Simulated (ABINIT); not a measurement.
# GaP (F-43m): making up for missing bands

Wanted: gap and time of GaP (F-43m) with truncated and completed band sums.

Program: ABINIT 10.8.3. Level of theory: PBE and many-body steps on it, plane waves. Values are calculated unless marked as measured.

The raw output is cut from this account; settings, times and results stay.

### 1. Starting point

It takes space group F-43m (No. 216, cubic). Conventional cell: a = 5.450 Å, b = 5.450 Å, c = 5.450 Å, α = 90.00°, β = 90.00°, γ = 90.00°. Nearest to Ga lie 4 P at 2.36 Å. Nearest to P lie 4 Ga at 2.36 Å. Farther neighbours, and contacts between anions beyond the nearest, are not listed.

Structure file:

```cif
data_structure
_symmetry_space_group_name_H-M 'F-43m'
_symmetry_Int_Tables_number 216
_cell_length_a 5.4505
_cell_length_b 5.4505
_cell_length_c 5.4505
_cell_angle_alpha 90.000
_cell_angle_beta 90.000
_cell_angle_gamma 90.000
_cell_volume 161.92
loop_
_atom_site_label
_atom_site_type_symbol
_atom_site_symmetry_multiplicity
_atom_site_Wyckoff_symbol
_atom_site_fract_x
_atom_site_fract_y
_atom_site_fract_z
_atom_site_occupancy
Ga1 Ga 4 a 0.00000 0.00000 0.00000 1
P1 P 4 d 0.25000 0.25000 0.75000 1
```

The cell and positions come from the Crystallography Open Database and are kept as given unless a step says otherwise.

### 2. Empty states on the mesh, 4×4×4 mesh, 189 bands

This step: ABINIT 10.8.3; DFT, PBE, plane waves, norm-conserving pseudopotentials.

The sums over transitions need many empty states on a uniform mesh; this step solves for them.

The input, run.abi:

```
acell 3*1.0 Angstrom
rprim 
  0.000000000000 2.725250000000 2.725250000000
  2.725250000000 0.000000000000 2.725250000000
  2.725250000000 2.725250000000 0.000000000000
ntypat 2
znucl 31 15
natom 2
typat 1 2
xred 
  0.000000000000 0.000000000000 0.000000000000
  0.250000000000 0.250000000000 0.250000000000
pp_dirpath "pseudos"
pseudos "Ga.upf, P.upf"
ecut 45
ngkpt 4 4 4
nshiftk 1
shiftk 0 0 0
kptopt 1
chksymbreak 0
irdden 1
istwfk *1
nband 189
prtvol 0
optdriver 6
gwr_task "HDIAGO"
paral_kgb 0
occopt 1
indata_prefix "in"
outdata_prefix "out"
tmpdata_prefix "tmp"
```

The run is started by

```sh
$ OMP_NUM_THREADS=1 mpirun -n 8 abinit run.abi > log
```

Elapsed: 52 s, on 8 MPI ranks of Arm Neoverse V2, shared host; peak memory 7.1 GiB; 6.9 min of CPU time.

Read from the output:

| Item | Value |
| --- | --- |
| gap | 1.652 eV |
| k of the valence top | 0, 0, 0 |
| k of the conduction bottom | 0.5, 0.5, 0 |
| least direct gap | 1.809 eV |
| k points computed | 8 |
| lowest point of the top converged band, above the valence top | 137.8812 eV |

On this mesh the gap is 1.652 eV.

The density comes from a self-consistent run that is not shown.

### 3. Screening, 4×4×4 mesh, 181 bands, screening to 228.6 eV

The RPA dielectric matrix is built and inverted for each q.

This step: RPA screening on PBE, plane waves, norm-conserving pseudopotentials.

Changes to run.abi since step 2:

```diff
@@ -20,10 +20,11 @@
 chksymbreak 0
-irdden 1
 istwfk *1
-nband 189
-prtvol 0
-optdriver 6
-gwr_task "HDIAGO"
-paral_kgb 0
 occopt 1
+irdwfk 1
+optdriver 3
+nband 181
+ecuteps 8.4
+inclvkb 2
+awtr 1
+symchi 1
 indata_prefix "in"
```

Run time: 41 s. Hardware: 8 MPI ranks; peak memory 1.9 GiB.

This step gave:

* ε∞ with local fields, on this mesh: 18.15
* ε∞ without local fields, on this mesh: 19.72
* plasma frequency: 29.76 eV
* plane waves in the screening matrix: 331

Local fields lower ε∞ by 8 %. On a Γ-centred mesh this coarse the value itself is usually too large, while a short band sum pulls it down.

### 4. 181 bands

The self-energy is evaluated for the states that the input lists, and the quasiparticle equation is solved.

This step: G0W0 on PBE, plane waves, norm-conserving pseudopotentials.

Changes to run.abi since step 3:

```diff
@@ -23,8 +23,17 @@
 irdwfk 1
-optdriver 3
+optdriver 4
 nband 181
+gwcalctyp 0
+ecutsigx 45
+symsigma 1
+nkptgw 2
+kptgw 
+  0.0000000000 0.0000000000 0.0000000000
+  0.5000000000 0.5000000000 0.0000000000
+bdgw 
+  11 17
+  12 15
 ecuteps 8.4
-inclvkb 2
-awtr 1
-symchi 1
+irdscr 1
+ppmodel 1
 indata_prefix "in"
```

Wall time 14 s (8 MPI ranks); peak memory 1.9 GiB.

This step gave:

```
G0W0 gap on the mesh                         : 2.269 eV
starting gap on the mesh                     : 1.652 eV
k of the valence top                         : 0, 0, 0
k of the conduction bottom                   : 0.5, 0.5, 0
Z at the valence top                         : 0.787
Z at the conduction bottom                   : 0.81
least direct G0W0 gap on the computed points : 2.651 eV
```

The gap on the mesh goes from 1.65 eV to 2.27 eV, a correction of +0.62 eV.

### 5. Screening, 4×4×4 mesh, 28 bands, screening to 228.6 eV

This step: RPA screening on PBE, plane waves, norm-conserving pseudopotentials.

Changes to run.abi since step 4:

```diff
@@ -23,17 +23,8 @@
 irdwfk 1
-optdriver 4
-nband 181
-gwcalctyp 0
-ecutsigx 45
-symsigma 1
-nkptgw 2
-kptgw 
-  0.0000000000 0.0000000000 0.0000000000
-  0.5000000000 0.5000000000 0.0000000000
-bdgw 
-  11 17
-  12 15
+optdriver 3
+nband 28
 ecuteps 8.4
-irdscr 1
-ppmodel 1
+inclvkb 2
+awtr 1
+symchi 1
 indata_prefix "in"
```

The job ended after 20 s (8 MPI ranks; peak memory 1.2 GiB).

Numbers from this step:

```yaml
eps_infinity_with_local_fields_on_this_mesh: 17.93
eps_infinity_without_local_fields_on_this_mesh: 19.67
plasma_frequency: 29.76 eV
plane_waves_in_the_screening_matrix: 331
```

### 6. 28 bands

This step: G0W0 on PBE, plane waves, norm-conserving pseudopotentials.

Changes to run.abi since step 5:

```diff
@@ -23,8 +23,17 @@
 irdwfk 1
-optdriver 3
+optdriver 4
 nband 28
+gwcalctyp 0
+ecutsigx 45
+symsigma 1
+nkptgw 2
+kptgw 
+  0.0000000000 0.0000000000 0.0000000000
+  0.5000000000 0.5000000000 0.0000000000
+bdgw 
+  11 17
+  12 15
 ecuteps 8.4
-inclvkb 2
-awtr 1
-symchi 1
+irdscr 1
+ppmodel 1
 indata_prefix "in"
```

Run time: 25 s. Hardware: 8 MPI ranks; peak memory 1.6 GiB; 82 s of CPU time.

This step gave:

```
G0W0 gap on the mesh                         : 2.09 eV
starting gap on the mesh                     : 1.652 eV
k of the valence top                         : 0, 0, 0
k of the conduction bottom                   : 0.5, 0.5, 0
Z at the valence top                         : 0.784
Z at the conduction bottom                   : 0.81
least direct G0W0 gap on the computed points : 2.758 eV
```

Against G0W0 in ABINIT (4×4×4 mesh, 181 bands, screening to 228.6 eV, Godby-Needs plasmon pole), the gap moves by −0.179 eV.

### 7. Screening, 4×4×4 mesh, 28 bands, screening to 228.6 eV

This step: RPA screening on PBE, plane waves, norm-conserving pseudopotentials.

Changes to run.abi since step 6:

```diff
@@ -23,17 +23,10 @@
 irdwfk 1
-optdriver 4
+optdriver 3
 nband 28
-gwcalctyp 0
-ecutsigx 45
-symsigma 1
-nkptgw 2
-kptgw 
-  0.0000000000 0.0000000000 0.0000000000
-  0.5000000000 0.5000000000 0.0000000000
-bdgw 
-  11 17
-  12 15
 ecuteps 8.4
-irdscr 1
-ppmodel 1
+inclvkb 2
+awtr 1
+symchi 1
+gwcomp 1
+gwencomp 2
 indata_prefix "in"
```

Wall time 66 s (8 MPI ranks); peak memory 1.4 GiB.

Read from the output:

* ε∞ with local fields, on this mesh: 18.05
* ε∞ without local fields, on this mesh: 19.67
* plasma frequency: 29.76 eV
* plane waves in the screening matrix: 331

### 8. 28 bands, completed

This step: G0W0 on PBE, plane waves, norm-conserving pseudopotentials.

Changes to run.abi since step 7:

```diff
@@ -23,8 +23,17 @@
 irdwfk 1
-optdriver 3
+optdriver 4
 nband 28
+gwcalctyp 0
+ecutsigx 45
+symsigma 1
+nkptgw 2
+kptgw 
+  0.0000000000 0.0000000000 0.0000000000
+  0.5000000000 0.5000000000 0.0000000000
+bdgw 
+  11 17
+  12 15
 ecuteps 8.4
-inclvkb 2
-awtr 1
-symchi 1
+irdscr 1
+ppmodel 1
 gwcomp 1
```

The job ended after 47 s (8 MPI ranks; peak memory 1.6 GiB; 2.2 min of CPU time).

Numbers from this step:

```yaml
g0w0_gap_on_the_mesh: 2.309 eV
starting_gap_on_the_mesh: 1.652 eV
k_of_the_valence_top: 0, 0, 0
k_of_the_conduction_bottom: 0.5, 0.5, 0
least_direct_g0w0_gap_on_the_computed_points: 2.615 eV
```

Against G0W0 in ABINIT (4×4×4 mesh, 181 bands, screening to 228.6 eV, Godby-Needs plasmon pole), the gap moves by +0.040 eV.

### 9. Screening, 4×4×4 mesh, 72 bands, screening to 228.6 eV

This step: RPA screening on PBE, plane waves, norm-conserving pseudopotentials.

Changes to run.abi since step 8:

```diff
@@ -23,19 +23,8 @@
 irdwfk 1
-optdriver 4
-nband 28
-gwcalctyp 0
-ecutsigx 45
-symsigma 1
-nkptgw 2
-kptgw 
-  0.0000000000 0.0000000000 0.0000000000
-  0.5000000000 0.5000000000 0.0000000000
-bdgw 
-  11 17
-  12 15
+optdriver 3
+nband 72
 ecuteps 8.4
-irdscr 1
-ppmodel 1
-gwcomp 1
-gwencomp 2
+inclvkb 2
+awtr 1
+symchi 1
 indata_prefix "in"
```

Elapsed: 82 s, on 8 MPI ranks; peak memory 1.4 GiB; 5.2 min of CPU time.

This step gave:

```
ε∞ with local fields, on this mesh    : 18.10
ε∞ without local fields, on this mesh : 19.71
plasma frequency                      : 29.76 eV
plane waves in the screening matrix   : 331
```

### 10. 72 bands

This step: G0W0 on PBE, plane waves, norm-conserving pseudopotentials.

Changes to run.abi since step 9:

```diff
@@ -23,8 +23,17 @@
 irdwfk 1
-optdriver 3
+optdriver 4
 nband 72
+gwcalctyp 0
+ecutsigx 45
+symsigma 1
+nkptgw 2
+kptgw 
+  0.0000000000 0.0000000000 0.0000000000
+  0.5000000000 0.5000000000 0.0000000000
+bdgw 
+  11 17
+  12 15
 ecuteps 8.4
-inclvkb 2
-awtr 1
-symchi 1
+irdscr 1
+ppmodel 1
 indata_prefix "in"
```

It took 35 s on 8 MPI ranks; peak memory 1.5 GiB; 2.2 min of CPU time.

Numbers from this step:

```yaml
g0w0_gap_on_the_mesh: 2.183 eV
starting_gap_on_the_mesh: 1.652 eV
k_of_the_valence_top: 0, 0, 0
k_of_the_conduction_bottom: 0.5, 0.5, 0
least_direct_g0w0_gap_on_the_computed_points: 2.669 eV
```

Against G0W0 in ABINIT (4×4×4 mesh, 181 bands, screening to 228.6 eV, Godby-Needs plasmon pole), the gap moves by −0.086 eV.

### 11. Screening, 4×4×4 mesh, 72 bands, screening to 228.6 eV

This step: RPA screening on PBE, plane waves, norm-conserving pseudopotentials.

Changes to run.abi since step 10:

```diff
@@ -23,17 +23,10 @@
 irdwfk 1
-optdriver 4
+optdriver 3
 nband 72
-gwcalctyp 0
-ecutsigx 45
-symsigma 1
-nkptgw 2
-kptgw 
-  0.0000000000 0.0000000000 0.0000000000
-  0.5000000000 0.5000000000 0.0000000000
-bdgw 
-  11 17
-  12 15
 ecuteps 8.4
-irdscr 1
-ppmodel 1
+inclvkb 2
+awtr 1
+symchi 1
+gwcomp 1
+gwencomp 3
 indata_prefix "in"
```

It took 97 s on 8 MPI ranks; peak memory 1.6 GiB.

This step gave:

```yaml
eps_infinity_with_local_fields_on_this_mesh: 18.12
eps_infinity_without_local_fields_on_this_mesh: 19.71
plasma_frequency: 29.76 eV
plane_waves_in_the_screening_matrix: 331
```

### 12. 72 bands, completed

This step: G0W0 on PBE, plane waves, norm-conserving pseudopotentials.

Changes to run.abi since step 11:

```diff
@@ -23,8 +23,17 @@
 irdwfk 1
-optdriver 3
+optdriver 4
 nband 72
+gwcalctyp 0
+ecutsigx 45
+symsigma 1
+nkptgw 2
+kptgw 
+  0.0000000000 0.0000000000 0.0000000000
+  0.5000000000 0.5000000000 0.0000000000
+bdgw 
+  11 17
+  12 15
 ecuteps 8.4
-inclvkb 2
-awtr 1
-symchi 1
+irdscr 1
+ppmodel 1
 gwcomp 1
```

Run time: 45 s. Hardware: 8 MPI ranks; peak memory 1.5 GiB.

Numbers from this step:

```
G0W0 gap on the mesh                         : 2.281 eV
starting gap on the mesh                     : 1.652 eV
k of the valence top                         : 0, 0, 0
k of the conduction bottom                   : 0.5, 0.5, 0
least direct G0W0 gap on the computed points : 2.606 eV
```

Against G0W0 in ABINIT (4×4×4 mesh, 181 bands, screening to 228.6 eV, Godby-Needs plasmon pole), the gap moves by +0.012 eV.

### 13. The runs together

Times are wall times on 8 MPI ranks of Arm Neoverse V2, shared host, good to a factor of about two. A run's time includes the screening step that it read.

| run | mesh | bands | screening cutoff (eV) | DFT gap (eV) | gap on the mesh (eV) | direct (eV) | ε∞ used | time |
| --- | --- | --- | --- | --- | --- | --- | --- | --- |
| 181 bands | 4×4×4 | 181 | 228.6 | 1.652 | 2.269 | 2.651 | 18.15 | 54 s |
| 28 bands | 4×4×4 | 28 | 228.6 | 1.652 | 2.090 | 2.758 | 17.93 | 45 s |
| 28 bands, completed | 4×4×4 | 28 | 228.6 | 1.652 | 2.309 | 2.615 | 18.05 | 1.9 min |
| 72 bands | 4×4×4 | 72 | 228.6 | 1.652 | 2.183 | 2.669 | 18.10 | 2 min |
| 72 bands, completed | 4×4×4 | 72 | 228.6 | 1.652 | 2.281 | 2.606 | 18.12 | 2.4 min |

### 14. Results

```json
{"181 bands": "2.269 eV", "28 bands": "2.090 eV", "28 bands, completed": "2.309 eV", "72 bands": "2.183 eV", "72 bands, completed": "2.281 eV"}
```

In words: 28 bands: −0.179 eV against 181 bands. 28 bands, completed: +0.040 eV against 181 bands. 72 bands: −0.086 eV against 181 bands. 72 bands, completed: +0.012 eV against 181 bands. The row with most bands is itself short of the limit, so it is no exact reference, and agreement of a truncated run with it can be a cancellation between the edges. The 4×4×4 mesh is coarse for this cell, which bears on the long-range parts of exchange and screening. The many-body steps are scalar-relativistic: spin-orbit coupling is not in them.

[Long decimals in the printed logs are rounded to 6 places.]

[Logs are printed without paths, hosts, clocks, repeated set-up lines and the standing remarks that a program may print on its own settings, such as how far it seeks lower states.]

[Paths, hosts, dates, memory and timing lines, banners, echoed tables and standing remarks are left out of the program output; an Ansatz launch command may be rebuilt from the run's recorded settings. Measured values are a selection of at most five: reports struck by readers or far from the other reports are left out. None is set beside runs whose start may be inverted or whose files or cutoffs have a known fault.]

[Runs of the session that timed out or met a known fault of the program may be left out.]

[Hosts, paths, dates, database ids (printed as entryN), source tags and the programs' standing remarks are cut or masked in the printed files.]

[G0W0 gaps are taken among the corrected bands and points alone; a level outside them can change the order at an edge.]

[Where Ansatz stands beside ABINIT at settings called matched, ABINIT's density can come from a denser mesh and the files from another edition; pairs whose starting gaps differed by over 0.03 eV were left out, so agreement reads better than it is.]
